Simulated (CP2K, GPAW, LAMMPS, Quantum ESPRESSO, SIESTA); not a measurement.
# SIESTA runs on amorphous film on crystalline SiC, (110) (192 atoms), part 2 of 2

Aim: run amorphous film on crystalline SiC, (110) (192 atoms) in SIESTA and see how near its forces come to a plane-wave reference, and at what cost.

Program: SIESTA 5.4.2; the method stands at each step. Banners, paths, timers and routine set-up lines are dropped from the logs unmarked, and long logs keep their key lines alone; longer cuts are marked. The potentials were converted by us to PSML.

So far. Step 2 (PBE, DZP, shift 0.01 Ry, mesh 300 Ry): Forces lie 11 % from the reference's, at 0.32 times its CPU time (on 4 against 8 cores).

### Step 3. PBE, SZP, shift 0.01 Ry, mesh 300 Ry

Method: Kohn-Sham DFT, PBE, PseudoDojo 0.4.1 norm-conserving pseudopotentials (converted to PSML), numerical atomic orbitals (SZP), diagonalisation.

File input.fdf:

```
SystemLabel cell
NumberOfAtoms 192
NumberOfSpecies 2
%block ChemicalSpeciesLabel
  1 14 Si
  2 6 C
%endblock ChemicalSpeciesLabel
LatticeConstant 1.0 Ang
%block LatticeVectors
  8.72000 0.00000 0.00000
  0.00000 12.33194 0.00000
  0.00000 0.00000 30.74453
%endblock LatticeVectors
PAO.BasisSize SZP
PAO.EnergyShift 0.01 Ry
XC.Functional GGA
XC.Authors PBE
MeshCutoff 300 Ry
%block kgrid_Monkhorst_Pack
  1 0 0 0.0
  0 1 0 0.0
  0 0 1 0.0
%endblock kgrid_Monkhorst_Pack
SolutionMethod diagon
OccupationFunction FD
ElectronicTemperature 580 K
SCF.Mixer.Method Pulay
SCF.Mixer.Weight 0.05
SCF.Mixer.History 8
SCF.Mix Hamiltonian
MaxSCFIterations 300
SCF.DM.Tolerance 1e-04
SCF.H.Tolerance 1.0e-3 eV
WriteForces T
Write.HirshfeldPop T
Write.VoronoiPop T
Write.DM F
Write.H F
XML.Write F
AtomicCoordinatesFormat Fractional
%block AtomicCoordinatesAndAtomicSpecies
[... 192 atom lines left out: the same atoms as in the first run ...]
%endblock AtomicCoordinatesAndAtomicSpecies
```

Started as:

```sh
$ OMP_NUM_THREADS=1 mpirun -np 2 siesta < input.fdf > output.txt
```

The log of the run:

```text
Version         : 5.4.2
reinit: System Name:
reinit: System Label: cell
initatom: Reading input for the pseudopotentials and atomic orbitals ----------
Species number:   1 Atomic number:   14 Label: Si
Species number:   2 Atomic number:    6 Label: C
Ground state valence configuration (from tables):   3s02  3p02  3d00  4f00
Ground state valence configuration (from tables):   2s02  2p02  3d00  4f00
---- Processing specs for species: Si
GGA--PBE XC_GGA_X_PBE--XC_GGA_C_PBE pb
---- Processing specs for species: C
GGA--PBE XC_GGA_X_PBE--XC_GGA_C_PBE pb
Si pseudopotential only contains V_ls up to l=2 -- lmxkb reset.
C pseudopotential only contains V_ls up to l=1 -- lmxkb reset.
Using PAO.SplitTailNorm
%block ChemicalSpeciesLabel
[... lines left out ...]
Total number of electrons:   768.000000
[... lines left out ...]
stepf: Fermi-Dirac step function
        iscf     Eharris(eV)        E_KS(eV)     FreeEng(eV)     dDmax    Ef(eV) dHmax(eV)
[... lines left out ...]
SCF Convergence by DM+H criterion
[... lines left out ...]
SCF cycle converged after 28 iterations
[... lines left out ...]
   Max    4.482434
[... lines left out ...]
   Max    4.482434    constrained
Stress tensor Voigt[x,y,z,yz,xz,xy] (kbar):      -64.57      -84.05      -62.89       -3.51       -3.31       -4.94
[... lines left out ...]
siesta: Ex      =     -8676.737061
siesta: Ec      =     -1005.572540
siesta: Exc     =     -9682.309602
siesta: Eharris =    -26630.519287
siesta: Etot    =    -26630.519348
siesta: FreeEng =    -26630.894883
siesta: Final energy (eV):
siesta:  Band Struct. =   -8871.386243
siesta:       Kinetic =   14572.808010
siesta:       Hartree =  185342.568696
siesta:         Exch. =   -8676.737061
siesta:         Corr. =   -1005.572540
siesta:   Exch.-corr. =   -9682.309602
siesta:  Ion-electron = -383706.252227
siesta:       Ion-ion =  166842.665775
siesta:         Total =  -26630.519348
siesta:         Fermi =      -4.903201
siesta: Stress tensor (static) (eV/Ang**3):
siesta:    -0.040303   -0.003083   -0.002069
siesta:    -0.003083   -0.052458   -0.002188
siesta:    -0.002069   -0.002188   -0.039252
siesta: Cell volume =       3306.098178 Ang**3
siesta: Pressure (static):
siesta:                Solid            Molecule  Units
siesta:           0.00047927          0.00028774  Ry/Bohr**3
siesta:           0.04400442          0.02641921  eV/Ang**3
siesta:          70.50284693         42.32823743  kBar
    Orbital volume contribution        =          89.956085 eV
    (Free)E + p_basis*V_orbitals       =      -26540.938798 eV
    (Free)Eharris+ p_basis*V_orbitals  =      -26540.938737 eV
siesta: Electric dipole (a.u.)  =   -0.000000   -0.000000    0.008503
siesta: Electric dipole (Debye) =   -0.000000   -0.000000    0.021613
Hirshfeld Atomic Populations:
Atom #   charge [q] valence [e]  Species
     1     0.307914    3.692086  Si
     2    -0.244391    4.244391  C
     3     0.238553    3.761447  Si
     4    -0.252546    4.252546  C
     5     0.230836    3.769164  Si
     6    -0.254031    4.254031  C
[...]
--------------------
 Total     0.000003
Voronoi Atomic Populations:
Atom #   charge [q] valence [e]  Species
[...]
189    -0.372200    4.372200  C
   190     0.244322    3.755678  Si
   191     0.366917    3.633083  Si
   192    -0.390518    4.390518  C
--------------------
 Total     0.000003
```

Elapsed: 16 min, on 2 MPI ranks of Arm Neoverse N1, shared host; peak memory 3 GiB.

Numbers from this run, and their distance from the reference:

```yaml
r_m_s_force_component: 0.8836 eV/Å
r_m_s_difference_of_force_components: 283.7 meV/Å
longest_difference_of_force_vectors: 1688 meV/Å
force_difference_over_r_m_s_force: 34.58 %
slope_of_forces_against_the_reference_s: 1.02
correlation_of_force_components: 0.9472
```

This is a coarse setting, run to see what it loses.

Against the first run (11 %), the force difference from the reference is 35 %, at 0.63 times the CPU time (on 2 against 4 cores), with 1728 basis functions against 2496: the smaller basis costs accuracy.

### Step 4. PBE, DZ, shift 0.01 Ry, mesh 300 Ry

Method: Kohn-Sham DFT, PBE, PseudoDojo 0.4.1 norm-conserving pseudopotentials (converted to PSML), numerical atomic orbitals (DZ), diagonalisation.

Edit input.fdf of step 3 so:

```diff
@@ -13,3 +13,3 @@
 %endblock LatticeVectors
-PAO.BasisSize SZP
+PAO.BasisSize DZ
 PAO.EnergyShift 0.01 Ry
```

The log of the run:

```text
Version         : 5.4.2
reinit: System Name:
reinit: System Label: cell
initatom: Reading input for the pseudopotentials and atomic orbitals ----------
Species number:   1 Atomic number:   14 Label: Si
Species number:   2 Atomic number:    6 Label: C
Ground state valence configuration (from tables):   3s02  3p02  3d00  4f00
[... lines left out ...]
        iscf     Eharris(eV)        E_KS(eV)     FreeEng(eV)     dDmax    Ef(eV) dHmax(eV)
[... lines left out ...]
SCF Convergence by DM+H criterion
[... lines left out ...]
SCF cycle converged after 30 iterations
[... lines left out ...]
   Max    5.125691
[... lines left out ...]
   Max    5.125691    constrained
Stress tensor Voigt[x,y,z,yz,xz,xy] (kbar):     -103.16     -122.35      -96.59       -3.87       -3.61       -5.24
[... lines left out ...]
siesta: FreeEng =    -26589.684590
[... lines left out ...]
siesta:         Fermi =      -4.427431
[... lines left out ...]
siesta:         107.36824940         69.80688204  kBar
    Orbital volume contribution        =          73.280871 eV
    (Free)E + p_basis*V_orbitals       =      -26516.403719 eV
    (Free)Eharris+ p_basis*V_orbitals  =      -26516.403715 eV
siesta: Electric dipole (a.u.)  =   -0.000000   -0.000000    0.352672
siesta: Electric dipole (Debye) =   -0.000000   -0.000000    0.896403
Hirshfeld Atomic Populations:
Atom #   charge [q] valence [e]  Species
     1     0.300807    3.699193  Si
     2    -0.251160    4.251160  C
     3     0.254908    3.745092  Si
     4    -0.258383    4.258383  C
     5     0.251911    3.748089  Si
     6    -0.260550    4.260550  C
[...]
--------------------
 Total    -0.000023
Voronoi Atomic Populations:
Atom #   charge [q] valence [e]  Species
[...]
189    -0.282495    4.282495  C
   190     0.182683    3.817317  Si
   191     0.277188    3.722812  Si
   192    -0.330576    4.330576  C
--------------------
 Total    -0.000023
```

Wall time 8 min (2 MPI ranks); peak memory 2.1 GiB; 16 min of CPU time.

Compared with the plane-wave run:

```
r.m.s. force component                  : 0.8869 eV/Å
r.m.s. difference of force components   : 321.1 meV/Å
longest difference of force vectors     : 1922 meV/Å
force difference over r.m.s. force      : 39.13 %
slope of forces against the reference's : 1.008
correlation of force components         : 0.9322
```

This is a coarse setting, run to see what it loses.

Against the first run (11 %), the force difference from the reference is 39 %, at 0.31 times the CPU time (on 2 against 4 cores), with 1536 basis functions against 2496: the smaller basis costs accuracy.

### Step 5. The ladder

Differences are against the plane-wave reference, forces as r.m.s. over components; share is that over the reference's r.m.s. force, slope the least-squares factor from reference forces to these. Total energies of different programs have different zeros and aren't compared.

```
                                                 run  Δ force, r.m.s. (meV/Å)  share (%)  slope  cores  CPU time  memory (GiB)
                                           reference                        -          -      -      8     2.7 h            13
         SIESTA PBE, DZP, shift 0.01 Ry, mesh 300 Ry                     86.6       10.6  1.009      4    52 min           4.2
SIESTA PBE, SZP, shift 0.01 Ry, mesh 300 Ry (coarse)                      284       34.6  1.020      2    33 min           3.0
 SIESTA PBE, DZ, shift 0.01 Ry, mesh 300 Ry (coarse)                      321       39.1  1.008      2    16 min           2.1
```

Rows marked coarse were listed beforehand as settings not expected to be converged; some can still land near the reference.

CPU time is summed over cores on a shared host, where runs went side by side, so it is rough. Symmetry, cutoffs, thresholds, outputs and thread counts weren't matched or tuned between programs; memory under MPI is the largest rank's times the ranks.

### Step 6. What came out

- nearest in forces: SIESTA PBE, DZP, shift 0.01 Ry, mesh 300 Ry, 11 %
- its CPU time: 52 min

What this shows: The PBE run in local orbitals, coarse settings apart, differs by 11 % (SIESTA PBE, DZP, shift 0.01 Ry, mesh 300 Ry); basis, grid and potentials can all enter. Runs with settings chosen to be coarse differ by 35 % (SIESTA PBE, SZP, shift 0.01 Ry, mesh 300 Ry) to 39 % (SIESTA PBE, DZ, shift 0.01 Ry, mesh 300 Ry), their programs' other errors included. Of the electronic-structure runs that take under half the reference's CPU time, SIESTA PBE, DZP, shift 0.01 Ry, mesh 300 Ry comes nearest, at 11 % in 52 min against 2.7 h. The network of bonds at the start is that of the classical potential that made the cell, and needn't be the one that DFT or experiment would give. The runs have no spin polarisation, so any moments at edges, vacancies or dangling bonds can't form. The electronic-structure runs sample only Γ, in a cell whose shortest periodic width is 9 Å, which is coarse for a cell with partly filled levels.

[Also dropped from logs without a mark: logging warnings of Python, and SIESTA's first energy breakdown and zero terms.]

[Logs are printed without paths, hosts, clocks, repeated set-up lines and the standing remarks that a program may print on its own settings, such as how far it seeks lower states.]

[Hosts, paths, dates, database ids (printed as entryN), source tags and the programs' standing remarks are cut or masked in the printed files.]
